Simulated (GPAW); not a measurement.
# Dielectric function and optical constants of SiC (Moissanite 3C)

Aim: the dielectric function of SiC (Moissanite 3C), and the optical constants that follow from it.

Main program and level: GPAW 26.7.0; DFT, PBE, plane-wave PAW (GPAW data sets), scalar-relativistic, RPA, optical limit.

Report form: the programs' logs are mostly left out.

**1. Starting point**

It takes space group F-43m (No. 216, cubic). The conventional cell has a = 4.358 Å, b = 4.358 Å, c = 4.358 Å, α = 90.00°, β = 90.00°, γ = 90.00°. Nearest to Si lie 4 C at 1.89 Å. Nearest to C lie 4 Si at 1.89 Å. Farther neighbours are not listed.

**2. Ground state**

First the ground state: is it a metal or has it a gap?

This step: DFT, PBE, plane-wave PAW (GPAW data sets), scalar-relativistic, ground state (GPAW 26.7.0).

gs.py

```python
from ase import Atoms
from ase.dft.bandgap import bandgap
from gpaw import GPAW, PW, FermiDirac

atoms = Atoms(['Si', 'C'],
              cell=[[0.000000000000, 2.179000000000, 2.179000000000],
                    [2.179000000000, 0.000000000000, 2.179000000000],
                    [2.179000000000, 2.179000000000, 0.000000000000]],
              scaled_positions=[[0.000000000000, 0.000000000000, 0.000000000000],
                                [0.750000000000, 0.750000000000, 0.750000000000]],
              pbc=[True, True, True])
atoms.calc = GPAW(mode=PW(500), xc='PBE', kpts={'size': (10, 10, 10), 'gamma': True},
                  occupations=FermiDirac(0.05), maxiter=150, txt='gs.txt')
print('energy (eV)', atoms.get_potential_energy())
print('Fermi level (eV)', atoms.calc.get_fermi_level())
print('valence electrons', atoms.calc.get_number_of_electrons())
print('gap (eV)', bandgap(atoms.calc, output=None)[0])
print('direct gap (eV)', bandgap(atoms.calc, direct=True, output=None)[0])
atoms.calc.write('gs.gpw')
```

Started as:

```sh
OMP_NUM_THREADS=1 python gs.py
```

Wall time 4.6 s (1 thread of Arm Neoverse V1, shared host); peak memory 0.12 GiB.

Read-outs, printed or worked out from the files:

```
energy                 : -14.97 eV
Fermi energy           : 8.944 eV
gap on the k-mesh      : 1.350 eV
direct gap on the mesh : 4.542 eV
electrons              : 8
```

There is a gap, 1.35 eV on this mesh (points off the mesh can give less), so no carriers' term is needed.

**3. Bands for the response**

The response needs many more empty bands than the density does.

This step: DFT, PBE, plane-wave PAW (GPAW data sets), scalar-relativistic, bands at fixed density (GPAW 26.7.0).

nscf.py

```python
from ase.dft.bandgap import bandgap
from gpaw import GPAW, FermiDirac

calc = GPAW('gs.gpw').fixed_density(kpts={'size': (18, 18, 18), 'gamma': True}, nbands=30, convergence={'bands': 24},
                                    occupations=FermiDirac(0.001), txt='nscf.txt')
print('gap (eV)', bandgap(calc, output=None)[0])
print('direct gap (eV)', bandgap(calc, direct=True, output=None)[0])
print('top band over the Fermi level (eV)', min(calc.get_eigenvalues(kpt=k)[23] for k in range(len(calc.get_ibz_k_points()))) - calc.get_fermi_level())
calc.write('full.gpw', mode='all')
```

Started as:

```sh
OMP_NUM_THREADS=1 python nscf.py
```

Elapsed: 44 s, on 1 thread; peak memory 0.2 GiB.

**4. Dielectric function, RPA**

Transitions between filled and empty bands, summed over the zone, give the optical response, so mesh, band count and broadening shape it.

The induced potential is part of this response.

This step: DFT, PBE, plane-wave PAW (GPAW data sets), scalar-relativistic, RPA, optical limit (GPAW 26.7.0).

df.py

```python
from gpaw.response.df import DielectricFunction

df = DielectricFunction('full.gpw', frequencies={'type': 'nonlinear', 'domega0': 0.03, 'omega2': 8},
                        ecut=60,
                        eta=0.2,
                        nbands=24,
                        txt='df.txt')
for direction in ['x']:
    df.get_dielectric_function(xc='RPA', direction=direction, filename=f'df_{direction}.csv')
```

Started as:

```sh
OMP_NUM_THREADS=1 python df.py
```

Wall time 5.9 s (1 thread); peak memory 0.21 GiB.

Numbers from this step:

| Property | Result |
| --- | --- |
| electronic dielectric constant ε∞, mean over x, y and z (by symmetry where fewer were run) | 6.722 |
| main peak of Im epsilon, first axis | 6.823 eV |
| centre of weight of the strongest loss peak in the window | 22.53 eV |

Values under the direct gap are tails of Lorentzian lines. Table of Im ε, E ∥ x by photon energy; read off at these points:

```
photon energy (eV)  Im ε, E ∥ x
               0.0            0
               1.0       0.0446
               2.0        0.103
               3.0        0.207
               4.0        0.507
               5.0         3.14
               6.0         9.10
               6.8         18.4
               7.0         17.6
               8.0         9.95
               8.2         11.4
               9.0         9.28
              10.0         6.04
              11.0         4.30
              12.0         2.59
              13.0         2.36
              14.0         1.60
              15.0         1.39
              16.0        0.965
              17.0        0.705
              18.0        0.559
              19.0        0.435
              20.0        0.307
              21.0        0.261
              22.0        0.243
              23.0        0.260
              24.0        0.246
              25.0        0.191
              26.0        0.143
              27.0        0.109
              28.0        0.112
              29.0        0.123
              30.0        0.119
              31.0        0.110
              32.0        0.122
              33.0        0.119
              34.0        0.115
              35.0        0.118
              36.0        0.108
```

The Re ε, E ∥ x by photon energy:

photon energy (eV), Re ε, E ∥ x and a bar from the least value:
```
        0        6.7 ##################
        2        7.2 ###################
        4        9.5 #######################
        6       13.7 ##############################
        8        1.7 #########
       10       -3.7 
       12       -2.3 ##
       14       -1.5 ####
       16       -1.2 ####
       18       -0.6 #####
       20       -0.3 ######
       22        0.0 ######
       24        0.2 #######
       26        0.3 #######
       28        0.4 #######
       30        0.5 #######
       32        0.6 #######
       34        0.6 #######
       36        0.6 #######
```

Table of reflectivity at normal incidence, E ∥ x by photon energy; read off at these points:

```csv
photon energy (eV),"reflectivity at normal incidence, E ∥ x (%)"
0.0,19.7
1.0,19.9
2.0,20.9
3.0,22.7
4.0,26.1
5.0,32.2
6.0,38.4
7.0,50.2
8.0,39.0
9.0,48.2
10.0,51.2
10.3,53.4
11.0,48.4
11.5,54.3
12.0,49.4
13.0,47.6
13.4,51.8
14.0,47.0
15.0,46.0
16.0,51.6
17.0,51.7
17.3,52.2
18.0,48.0
19.0,49.0
20.0,47.0
21.0,38.0
22.0,24.3
23.0,18.7
24.0,14.9
25.0,13.8
26.0,9.89
27.0,6.34
28.0,4.36
29.0,3.34
30.0,3.00
31.0,2.30
32.0,1.91
33.0,1.71
34.0,1.53
35.0,1.40
36.0,1.29
```

Values under the direct gap are tails of Lorentzian lines. Loss function −Im 1/ε at q → 0, E ∥ x against energy loss; read off at these points:

| energy loss (eV) | loss function −Im 1/ε at q → 0, E ∥ x |
| --- | --- |
| 0.0 | 0 |
| 2.0 | 0.00200 |
| 4.0 | 0.00559 |
| 6.0 | 0.0338 |
| 8.0 | 0.0977 |
| 10.0 | 0.121 |
| 12.0 | 0.213 |
| 14.0 | 0.322 |
| 16.0 | 0.396 |
| 18.0 | 0.778 |
| 20.0 | 1.71 |
| 21.8 | 4.20 |
| 22.0 | 4.00 |
| 24.0 | 2.81 |
| 26.0 | 1.55 |
| 28.0 | 0.561 |
| 30.0 | 0.445 |
| 32.0 | 0.343 |
| 34.0 | 0.289 |
| 36.0 | 0.252 |

Table of refractive index n and extinction k by photon energy:

```csv
photon energy (eV),n,k
0,2.59,0
2,2.68,0.0193
4,3.08,0.0821
6,3.88,1.17
8,2.43,2.04
10,1.30,2.32
12,0.759,1.71
14,0.581,1.37
16,0.409,1.18
18,0.325,0.862
20,0.257,0.598
22,0.380,0.320
24,0.480,0.257
26,0.534,0.134
28,0.663,0.0844
30,0.715,0.0835
32,0.769,0.0796
34,0.791,0.0726
36,0.806,0.0669
```

At chosen wavelengths:

```csv
wavelength (nm),n,k,R (%),1/α
1064,2.62,0.010,20.0,8.4 µm
800,2.64,0.014,20.4,4.6 µm
405,2.83,0.038,22.8,841 nm
365,2.90,0.048,23.7,599 nm
308,3.09,0.084,26.2,290 nm
248,3.57,0.439,32.2,45 nm
193,3.97,1.768,43.0,8.7 nm
```

Below the direct gap, k and the depth come from the tails of the Lorentzian lines, not from transitions.

Rows near the edge hang on the gap, which this functional as a rule makes too small, and phonon-assisted absorption is left out.

**5. Outcome**

```yaml
electronic_dielectric_constant_eps_infinity_mean_over_x_y_and_z_by_symmetry_where_fewer_were_run_rpa: 6.72
main_peak_of_im_epsilon_first_axis: 6.82 eV
centre_of_weight_of_the_strongest_loss_peak_in_the_window_first_axis: 22.5 eV
```

In words: At this level (PBE, RPA) SiC has ε∞ = 6.72 and n = 2.61 at 1550 nm, and Im ε peaks at 6.8 eV. On the mesh the gap is 1.35 eV and the least direct gap 4.54 eV, so on this mesh the band edges lie at different points. Local fields change the static value along x from 7.11 to 6.72 (-6 %). Distinct maxima of Im ε, read by a parabola through the highest points, lie at 6.82 eV (18) and 8.22 eV (11). Excitons and phonon-assisted transitions are missing; PBE gaps are as a rule too small, which pulls the onset down and ε∞ up. The sum runs over mesh points, so small or evenly spaced maxima can still be ripples of the mesh.

[Machine, clock and banner lines and Python warnings are left out of the logs.]

[Logs are printed without paths, hosts, clocks, repeated set-up lines and the standing remarks that a program may print on its own settings, such as how far it seeks lower states.]

[Hosts, paths, dates, database ids (printed as entryN), source tags and the programs' standing remarks are cut or masked in the printed files.]
